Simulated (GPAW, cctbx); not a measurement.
## HgPd5N: what bonding does to one electron reflection, worked out

HgPd5N, P4/mmm (no. 123), a = 3.8792 Å, b = 3.8792 Å, c = 7.0309 Å, α = 90.00°, β = 90.00°, γ = 90.00°.

```
atom  mult.    x    y       z
 Hg1      1  1/2  1/2       0
 Pd1      4    0  1/2  0.3101
 Pd2      1    0    0       0
  N1      1    0    0     1/2
```

The cell comes from substitution in a known structure type and wasn't matched to any measured phase.

A DFT run (GPAW, PBE, 550 eV, 6×6×4 k-points (along the axes of the calculation cell), Fermi–Dirac width 0.1 eV) gives the static X-ray structure factor of 110 as 39.762 e for the conventional cell; superposed free atoms give 40.548 e. **Problem.** Find the Fourier component V of the crystal potential and the two-beam extinction distance at 300 kV in both cases.

## 1. Geometry

The cell volume is Ω = 105.80 Å³ and d(110) = 2.7430 Å, so g = 1/d = 0.3646 Å⁻¹.

## 2. The nuclei

Electrons feel nuclei as well as electrons, so the nuclear charges are summed with the same phases.

Phase sums Σ exp(2πi h·x), turned so that the total is real and positive: Hg -1.000, Pd +3.000, N -1.000. Then F_Z = 80 × (-1.000) + 46 × (+3.000) + 7 × (-1.000) = 51.00 e. The electron term has the same sign for this reflection.

## 3. Mott–Bethe

Poisson's equation, term by term, gives V = (e/4πε₀)(F_Z − F)/(πΩg²), with e/4πε₀ = 14.3996 V Å.

The prefactor is 14.3996 × 2.7430²/(π × 105.80) = 0.32596 V per electron. Free atoms: (51.00 − 40.548) × 0.32596 = 3.407 V. Crystal: (51.00 − 39.762) × 0.32596 = 3.663 V. F changes by -1.94 % and V by +7.5 %: the same 0.79 e is measured against F_Z − F = 10.5 e in place of F = 40.5 e.

## 4. Extinction distance

In the two-beam case ξ = 1/(λU) with U = 2γm₀eV/h², that is ξ = 150.41 V Å²/(γλV).

At 300 kV, λ = 0.01969 Å and γ = 1.5871. Free atoms: ξ = 1413 Å. Crystal: ξ = 1314 Å. The thickness fringes go as sin²(πt/ξ), so the two patterns slip by a quarter of a period when t|1/ξ₁ − 1/ξ₀| = 1/4, at t ≈ 470 nm. Thermal motion, absorption and many-beam coupling, left out here, change a real pattern.

## 5. Answer

V(110) is 3.66 V against 3.41 V, and ξ is 1314 against 1413 Å. Limits: static atoms, two beams.

[Outputs are excerpts: Python notices, other lines and further rows are left out; steps that failed or that the build refused (PBEsol, TPSS) are not shown.]

[Logs are printed without paths, hosts, clocks, repeated set-up lines and the standing remarks that a program may print on its own settings, such as how far it seeks lower states.]
